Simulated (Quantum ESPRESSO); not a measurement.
Records of electronic-structure calculations.

```json
{"subject": "CaCu2O3: which magnetic order is lowest", "lattice_ang": [[4.1363, 0.0, 0.0], [0.0, 10.0891, 0.0], [0.0, 0.0, 3.6513]], "atoms": [["Ca", 0.0, 0.0, 0.3878], ["Ca", 0.5, 0.5, 0.6122], ["Cu", 0.0, 0.6637, 0.1253], ["Cu", 0.0, 0.3363, 0.1253], ["Cu", 0.5, 0.8363, 0.8747], ["Cu", 0.5, 0.1637, 0.8747], ["O", 0.5, 0.0, 0.6328], ["O", 0.0, 0.5, 0.3672], ["O", 0.0, 0.1651, 0.9116], ["O", 0.5, 0.6651, 0.0884], ["O", 0.5, 0.3349, 0.0884], ["O", 0.0, 0.8349, 0.9116]], "method": "PBEsol; plane waves with GBRV 1.5 PBEsol potentials, no spin-orbit coupling, projections on orthogonalised atomic orbitals (and 2 further levels or steps)", "program": "Quantum ESPRESSO 7.5", "settings_of_one_run": "GBRV 1.5 PBEsol, cutoff 544.23 eV, 6×2×6 k-mesh, 87 bands, fermi-dirac occupations, smearing width 0.05 eV, collinear spin, SCF threshold 2.40e-8, starting moments 0 0 1 -1 1 -1 0 0 0 0 0 0 μB", "cost": "5 runs, 20 min in all on 4 MPI ranks of AMD EPYC 7571, shared host (the runs of this entry)", "notes": "No Hubbard term acts here. In such compounds local and semilocal functionals without one often delocalise the d electrons, and can shrink or lose moments and miss the size, sign and order of the couplings.", "results": {"lowest_state_found": "non-magnetic (from ferro ++++, antiferro +-+- and antiferro ++--)", "largest_site_moment": "0 μB"}}
```

[Logs and program files are shortened in this print: banners, set-up blocks, solver, clock and traceback lines can be left out without a mark of their own.]

[Logs are printed without paths, hosts, clocks, repeated set-up lines and the standing remarks that a program may print on its own settings, such as how far it seeks lower states.]

[Hosts, paths, dates, database ids (printed as entryN), source tags and the programs' standing remarks are cut or masked in the printed files.]

[Where a cell is said to come from a database of computed structures, the database is the Materials Project.]
